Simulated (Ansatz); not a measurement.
## Resistivity from frozen vibrations: Cu(111) with 4 thermally displaced layers, 2x2

Wanted: the phonon-limited resistivity of Cu at 180 K by the Landauer route.

Method: Ansatz plane-wave DFT, PBE, PAW files; ballistic transport by layer matching (Landauer), zero bias; PAW set soft_1, in Ansatz 0.2.0.

## 1. The starting structure

The cell holds 40 atoms: 40 Cu. Cell: a = 5.112 Å, b = 5.112 Å, c = 20.923 Å, α = 93.5°, β = 86.5°, γ = 120.0°. It derives from Cu. Regions: lead, 24 atoms (24 Cu); scattering region, 16 atoms (16 Cu). The structure is stacked along c, and the current runs across the ab planes.

## 2. With 4 displaced layers

Each atom of 4 layers is moved at random, by amounts drawn from a normal law 0.062 Å wide in each direction from the Debye model (343 K) at 180 K. The layers about the cell's end stay perfect and serve as the lead. Disorder leaves little or no symmetry, which makes such runs dear. Energies from -0.05 to 0.05 eV in steps of 0.05 eV are too few for the program's thermal sum, so it prints no conductance; for a metal the transmission near the Fermi level serves, at a fraction of the cost.

File input.yaml:

```yaml
crystal:
  lattice:
    - [5.1123254594, 0.0, 0.0]
    - [-2.5561627297, 4.4274037203, 0.0]
    - [1.2780813649, -0.73790062, 20.8709812911]
  atoms:
    - { symbol: Cu, position: [0.9916666667, 0.0083333333, 0.05] }
    - { symbol: Cu, position: [0.9916666667, 0.5083333333, 0.05] }
    - { symbol: Cu, position: [0.4916666667, 0.0083333333, 0.05] }
    - { symbol: Cu, position: [0.4916666667, 0.5083333333, 0.05] }
    - { symbol: Cu, position: [0.1416666667, 0.3583333333, 0.15] }
    - { symbol: Cu, position: [0.1416666667, 0.8583333333, 0.15] }
    - { symbol: Cu, position: [0.6416666667, 0.3583333333, 0.15] }
    - { symbol: Cu, position: [0.6416666667, 0.8583333333, 0.15] }
    - { symbol: Cu, position: [0.2916666667, 0.2083333333, 0.25] }
    - { symbol: Cu, position: [0.2916666667, 0.7083333333, 0.25] }
    - { symbol: Cu, position: [0.7916666667, 0.2083333333, 0.25] }
    - { symbol: Cu, position: [0.7916666667, 0.7083333333, 0.25] }
    - { symbol: Cu, position: [0.9419494524, 0.0568002355, 0.3519027312] }
    - { symbol: Cu, position: [0.9390087672, 0.5510099673, 0.351074319] }
    - { symbol: Cu, position: [0.4644639865, 0.0712493829, 0.3479091636] }
    - { symbol: Cu, position: [0.4219328531, 0.5496244081, 0.3501227818] }
    - { symbol: Cu, position: [0.0625504907, 0.40465206, 0.4462983294] }
    - { symbol: Cu, position: [0.0791300514, 0.9005539865, 0.4490602547] }
    - { symbol: Cu, position: [0.6040236568, 0.4228708051, 0.4496181164] }
    - { symbol: Cu, position: [0.6034085747, 0.8991908823, 0.4510443559] }
    - { symbol: Cu, position: [0.2536516289, 0.2592818775, 0.5477910225] }
    - { symbol: Cu, position: [0.2271723801, 0.7520316027, 0.5506542119] }
    - { symbol: Cu, position: [0.728034742, 0.2553248407, 0.5495269337] }
    - { symbol: Cu, position: [0.7495539885, 0.7615157545, 0.551055832] }
    - { symbol: Cu, position: [0.8824403243, 0.1069062107, 0.6523292346] }
    - { symbol: Cu, position: [0.9002142168, 0.5914489105, 0.6544979516] }
    - { symbol: Cu, position: [0.4133316215, 0.1194070906, 0.6507857124] }
    - { symbol: Cu, position: [0.397098628, 0.6297245917, 0.6558240363] }
    - { symbol: Cu, position: [0.0416666667, 0.4583333333, 0.75] }
    - { symbol: Cu, position: [0.0416666667, 0.9583333333, 0.75] }
    - { symbol: Cu, position: [0.5416666667, 0.4583333333, 0.75] }
    - { symbol: Cu, position: [0.5416666667, 0.9583333333, 0.75] }
    - { symbol: Cu, position: [0.1916666667, 0.3083333333, 0.85] }
    - { symbol: Cu, position: [0.1916666667, 0.8083333333, 0.85] }
    - { symbol: Cu, position: [0.6916666667, 0.3083333333, 0.85] }
    - { symbol: Cu, position: [0.6916666667, 0.8083333333, 0.85] }
    - { symbol: Cu, position: [0.8416666667, 0.1583333333, 0.95] }
    - { symbol: Cu, position: [0.8416666667, 0.6583333333, 0.95] }
    - { symbol: Cu, position: [0.3416666667, 0.1583333333, 0.95] }
    - { symbol: Cu, position: [0.3416666667, 0.6583333333, 0.95] }
kpoints:
  mp_grid: { grid: [5, 5, 1] }
hamiltonian:
  xc: pbe
  pseudopotentials: { kind: paw, azcp: { folder: soft_1 } }
scf:
  occupations: { method: fermi_dirac, width: 0.1 }
output:
  transmission:
    leads: [[0, 4]]
    kmesh: [10, 10]
    e_range: [-0.05, 0.05]
    de: 0.05
  write_potential: true
  write_density: true
  volumetric_format: npy
  elf: true
```

On the command line:

```sh
$ ansatz run input.yaml --threads 4 --pin off --max-ram 15360MiB --backend cpu --events-out ev --progress --plain --runs-dir out
```

Numbers of over 12 decimals in the logs are rounded to 6 here.

The log of the run:

```text
Engine: ansatz 0.2.0, aarch64-unknown-linux-gnu
Pseudopotentials: kind: paw
Pseudopotential: Cu, paw, valence charge 19, recommended cutoff 420 eV (normal), soft_1/Cu.paw.azcp
Functional definition: PBE
  parameter kappa = 0.804
  parameter beta = 0.066725
  exchange = pbe_x(kappa = kappa, mu = beta*pi^2/3)
  correlation = pbe_c(beta = beta)
Crystal: 40 atoms, lattice volume = 472.401 Å³
Basis set: ecut = 420 eV, 9295 PW (Γ)
Bands: 456, of which v1, the nominal top of the filled ones, is band 380 counted from 1 (379 counted from 0)
Symmetry: 1 space group operations
Space group: P1 (ITA 1), of the structure as read, at distance tolerance 7.8e-5 Å
k-points: 13 of 25 (time reversal used)
Non-local potential: Cu, projectors of the file, l = 0: 3, l = 1: 2, l = 2: 3, l = 3: 1
PAW form: soft (Blöchl's): semilocal exchange-correlation on the pseudo side does not see the compensation charge
PAW one-centre angular grid: Cu, 590 points (default); XC on 64 Gauss nodes
Initial density: superposition of atomic densities (chi_scale 0.1, normalization cell)
Initial wavefunctions: pseudopotential atomic-orbital guess
Functional: x = pbe(κ = 0.804, μ = 0.219515), c = pbe(β = 0.066725)
SCF iter   1: F=—  HF=-265043.277265 eV  |F-HF|=—  |Δ(HF+E_count)|=         —  Δρ=2.67e-1  dr2=2.02e2  ethr=3.10e-3  ⟨swp⟩=4.8  Hψ=18243  notcnv=0  defer=15
preconditioner: auto → Kerker (q_TF=auto, 2.953 Å⁻¹)  [metal: Δε(μ)=0.004 eV  Ē_g=9.122 eV  σ=0.100 eV  W_gap=0.01  n_scr=218 (ndim 8)  ℏωp=35.8 eV  f_vac=0.000  D(μ)=23.46/eV (n_scr^D=228)]
SCF iter   2: F=—  HF=-265013.035526 eV  |F-HF|=—  |Δ(HF+E_count)|=    3.02e1  Δρ=7.36e-2  dr2=1.99e1  ethr=3.10e-3  ⟨swp⟩=2.0  Hψ=11270  notcnv=0  defer=690
SCF iter   3: F=—  HF=-265007.686950 eV  |F-HF|=—  |Δ(HF+E_count)|=    5.35e0  Δρ=4.45e-2  dr2=7.49e0  ethr=2.62e-3  ⟨swp⟩=2.0  Hψ=7041  notcnv=0  defer=700
SCF iter   4: F=—  HF=-265006.323843 eV  |F-HF|=—  |Δ(HF+E_count)|=    1.36e0  Δρ=8.74e-3  dr2=2.20e-1  ethr=9.86e-4  ⟨swp⟩=2.0  Hψ=8207  notcnv=0  defer=700
SCF iter   5: F=—  HF=-265006.661104 eV  |F-HF|=—  |Δ(HF+E_count)|=   3.37e-1  Δρ=2.85e-3  dr2=2.68e-2  ethr=2.89e-5  ⟨swp⟩=2.0  Hψ=9952  notcnv=0  defer=714
SCF iter   6: F=—  HF=-265006.670035 eV  |F-HF|=—  |Δ(HF+E_count)|=   8.93e-3  Δρ=1.32e-3  dr2=6.56e-3  ethr=3.52e-6  ⟨swp⟩=2.0  Hψ=9674  notcnv=0  defer=714
SCF iter   7: F=—  HF=-265006.670125 eV  |F-HF|=—  |Δ(HF+E_count)|=   8.98e-5  Δρ=2.61e-4  dr2=2.71e-4  ethr=8.64e-7  ⟨swp⟩=2.0  Hψ=10124  notcnv=0  defer=714
SCF iter   8: F=—  HF=-265006.670165 eV  |F-HF|=—  |Δ(HF+E_count)|=   3.97e-5  Δρ=8.42e-5  dr2=3.00e-5  ethr=3.57e-8  ⟨swp⟩=1.1  Hψ=5212  notcnv=0  defer=714
SCF iter   9: F=—  HF=-265006.670130 eV  |F-HF|=—  |Δ(HF+E_count)|=   3.48e-5  Δρ=5.15e-5  dr2=1.30e-5  ethr=3.94e-9  ⟨swp⟩=2.0  Hψ=8635  notcnv=0  defer=714
SCF iter  10: F=—  HF=-265006.670128 eV  |F-HF|=—  |Δ(HF+E_count)|=   1.51e-6  Δρ=1.02e-5  dr2=6.86e-7  ethr=1.71e-9  ⟨swp⟩=2.0  Hψ=7645  notcnv=0  defer=714
SCF iter  11: F=-265006.670128 eV  HF=-265006.670128 eV  |F-HF|=8.74e-8  |Δ(HF+E_count)|=   8.84e-8  Δρ=2.01e-6  dr2=7.70e-8  ethr=1.32e-11  ⟨swp⟩=7.0  Hψ=20343  notcnv=0
SCF 1 converged in 11 iterations: F = -265006.670128 eV  dr2 = 7.70e-8
  greatest PAW one-centre occupation: 1.000 electrons in one spin orbital (limit 2), on the Cu atom at site 20 (counted from 0), in its partial waves of l = 0
transmission: 158 of 1560 steps passed
transmission: 314 of 1560 steps passed
[...]
transmission: 1560 of 1560 steps passed
SCF converged after 11 iterations
Free energy (F): -265006.670128 eV
Harris-Foulkes:  -265006.670128 eV  (|F-HF|=8.74e-8)
Internal energy: -265006.164383 eV  (E = F + TS)
E sigma→0 (E₀):  -265006.417256 eV
Entropy (-TS):   -0.505745 eV (-12.644 meV/atom)
Fermi energy:    16.340460 eV
--- Per-component energies (eV) ---
  E_band       = -14695.583147
  E_kinetic    = 10473.975887
  E_local      = -180534.997370  (includes V_loc(G=0)·N_el)
  E_nonlocal   = 35590.010680
  E_hartree    = 76493.853307
  E_xc         = -2761.750320
  E_vxc        = -3566.253551  (∫ρ·V_xc dr)
  E_paw        = -72594.517623  (= ΣΔE_a)
  E_vpaw       = -29646.079224  (= ΣTr[D̂ρ^β])
  E_aug_tail   = 0.041348  (compensation charges beyond the density's cutoff)
  E_ewald      = -131672.780292
  E_smearing   = -0.505745  (= −TS)
  E_closure    = -0.000000  (closes the sum)
  Σ components = -265006.670128   (vs F -265006.670128, Δ=0.00e0)
--- Band table (eV; the first three rows and the last of 13) ---
  k-point 0: bands = [... 376 lower, 16.2438, 16.6583, 16.6812, 16.6937, 16.7196, 17.0274, 17.0473, 17.2622, ... 72 higher]
  k-point 1: bands = [... 376 lower, 15.9654, 16.0614, 16.0970, 16.2625, 16.3935, 16.4426, 16.4727, 16.5499, ... 72 higher]
  k-point 2: bands = [... 376 lower, 16.1238, 16.1443, 16.1859, 16.2192, 16.2856, 16.3857, 16.5235, 16.6676, ... 72 higher]
  k-point 12: bands = [... 376 lower, 15.3370, 15.9972, 16.0778, 16.3062, 16.3406, 16.6177, 16.8481, 17.6148, ... 72 higher]
--- Transmission ---
  basis      : 199 plane waves across, 30 finite elements along
  points     : 52, standing for a mesh of 10 x 10
  energies   : 3 from -0.050000 to 0.050000 eV about the Fermi level, 0.050000 eV apart; the leads are filled to 0.000000 eV, and channels, transmission and decay are at 0.000000 eV
  crystal 0  : Cu4, at the sites [0, 4], period 2.0871 Å, over 12.52 Å; its Hamiltonian steps by up to 3.6 meV
    offset         : up to 0.0000 Å between an atom of the period and one for which it stands
    channels       : 3.210000e0 a spin
    conductance    : none, the energies end too early or step too widely for 300 K: set another output.transmission.e_range or a lower de, or, where they end at an eighth of basis.ecutwfc, a higher one
  junction   : crystal 0 to crystal 0, 0.70 to 19.48 Å
    transmission   : 3.158062e0 a spin
    conductance    : none, the energies end too early or step too widely for 300 K: set another output.transmission.e_range or a lower de, or, where they end at an eighth of basis.ecutwfc, a higher one
```

Elapsed: 8.1 min, on 4 threads of Arm Neoverse V1, shared host; peak memory 4.9 GiB; 32 min of CPU time.

In the SCF lines HF is the Harris–Foulkes energy and dr2 the Hartree energy of the density residual, in eV; the loop may stop once dr2 is under the threshold and the program's other checks hold. Hψ counts applications of the Hamiltonian.

Numbers from this step:

```
free energy                                    : -265006.6701 eV
energy at zero smearing                        : -265006.4173 eV
Fermi energy                                   : 16.34 eV
cell area                                      : 22.63 Å²
transmission per spin nearest the Fermi level  : 3.158
open channels per spin nearest the Fermi level : 3.21
step of the lead's potential                   : 3.6 meV
```

Per spin. The transmission, zone mean by energy, zero at the Fermi level:

```csv
energy (eV),"transmission, zone mean"
-0.0500,3.15
0.0000,3.16
0.0500,3.16
```

Per spin. The open channels, zone mean, lead stays at 3.21 for energy from -0.05 to 0.05 eV.

Transmission over k1 and k2. At 0.0000 eV from the Fermi level.

Ten even steps from '_' (2.85) to '@' (3.91):
```
..@@......@@........
....@@....@@........
......@@__@@........
......________......
@@@@@@@@__..__@@@@@@
........________....
..........@@__@@....
..........@@....@@..
..........@@......@@
@@........@@........
```
Columns: k1 (b1) from -0.5 to 0.4; rows upwards: k2 (b2) from -0.5 to 0.4.

Open channels over k1 and k2. At 0.0000 eV from the Fermi level.

Values, 10 rows by 10 columns:
```
3.00 4.00 3.00 3.00 3.00 4.00 3.00 3.00 3.00 3.00
3.00 3.00 4.00 3.00 3.00 4.00 3.00 3.00 3.00 3.00
3.00 3.00 3.00 4.00 3.00 4.00 3.00 3.00 3.00 3.00
3.00 3.00 3.00 3.00 3.00 3.00 3.00 3.00 3.00 3.00
4.00 4.00 4.00 4.00 3.00 3.00 3.00 4.00 4.00 4.00
3.00 3.00 3.00 3.00 3.00 3.00 3.00 3.00 3.00 3.00
3.00 3.00 3.00 3.00 3.00 4.00 3.00 4.00 3.00 3.00
3.00 3.00 3.00 3.00 3.00 4.00 3.00 3.00 4.00 3.00
3.00 3.00 3.00 3.00 3.00 4.00 3.00 3.00 3.00 4.00
4.00 3.00 3.00 3.00 3.00 4.00 3.00 3.00 3.00 3.00
```
Columns: k1 (b1) from -0.5 to 0.4; rows upwards: k2 (b2) from -0.5 to 0.4.

ELF in the ca plane at fractional y = 0.550, with atoms of Cu within 0.2 Å of it. It is the smooth field of the valence electrons, not physical close to the nuclei.

Ten even steps from '0' (0.15) to '9' (0.62), each cell a mean:
```
22211112231019900221111211220013001100012111
11011100111003300221112212220038201211111111
00001100001000001100001111121002001211111000
00001100000110011000001100011000001000011111
10001100000111111000001100001100110000002111
21111100001000001000001100001111120011001111
22211111121001000100001111111000010000002111
22211112231019700221111111220000001000012111
11011100111006500222111111220003001211111101
00001100001000000100011111120001001211111000
00001100000110011000001100011000001000011111
10001100000211121000001000001111121000002111
21111100001000001000001100001111120011001111
22211111121002101100001100011000011000002111
```
Columns run along c (16.0 Å, from fractional 0.12 to 0.88 of the cell), rows up along a (5.1 Å). Atoms in or near the plane, at fractional coordinates: Cu at (0.35, 0.94), Cu at (0.35, 0.42), Cu at (0.65, 0.90).

Electrostatic potential energy in the ca plane at fractional y = 0.550, with atoms of Cu within 0.2 Å of it. With pseudopotentials it is smooth inside the atoms' cores, unlike the true potential.

Ten even steps from '0' (-41 eV) to '9' (19 eV), each cell a mean:
```
99999999999710027999999999999510179876899999
99999999999830038999999999999500059999999999
98889987789974479987899999999620269999999999
97789975579999899853589998999975689877899999
98889986579999999842379988899999998522699999
99999998899987789964589998999999998400489999
99999999999841159988899999999987898521589999
99999999999710028999999999999732489876899999
99999999999720038999999999999610169999999999
98889987789963369999999999999720269999999999
97789975579998899976799998999965689877899999
98889986579999999853589987899998998522699999
99999998899975689854589988899998998400489999
99999999999830148987899999999865688521589999
```
Columns run along c (16.0 Å, from fractional 0.12 to 0.88 of the cell; values clipped at the 3rd and 97th percentile), rows up along a (5.1 Å). Atoms in or near the plane, at fractional coordinates: Cu at (0.35, 0.94), Cu at (0.35, 0.42), Cu at (0.65, 0.90).

Valence density in the ca plane at fractional y = 0.550, with atoms of Cu within 0.2 Å of it. It is the smooth field of the valence electrons, not physical close to the nuclei.

Values in e/Å³, 8 rows by 16 columns, each cell a mean:
```
 0  0  0  0 11 19  0  0  0  0  1 19  1  1  0  0
 0  0  1  1  1  2  0  1  0  0  1  8  0  0  0  0
 0  0  1  1  0  0  1  2  0  0  0  0  0  4  0  0
 0  0  0  0  2  2  0  1  0  0  0  0  1  7  0  0
 0  0  0  0 13 19  0  0  0  0  1  8  0  1  0  0
 0  0  1  1  2  3  0  0  0  0  0  6  0  0  0  0
 0  0  1  1  0  0  1  1  0  0  0  0  1  4  0  0
 0  0  0  0  3  4  1  1  0  0  0  1  1  7  0  0
```
Columns run along c (16.0 Å, from fractional 0.12 to 0.88 of the cell), rows up along a (5.1 Å). Atoms in or near the plane, at fractional coordinates: Cu at (0.35, 0.94), Cu at (0.35, 0.42), Cu at (0.65, 0.90).

Over the solved energies the transmission per spin lies between 3.15 and 3.16, out of 3.21 channels of the lead on average (up to 3.21).

(Part 1 of 2 ends here.)

[Logs are printed without paths, hosts, clocks, repeated set-up lines and the standing remarks that a program may print on its own settings, such as how far it seeks lower states.]

[Hosts, paths, dates, database ids (printed as entryN), source tags and the programs' standing remarks are cut or masked in the printed files.]
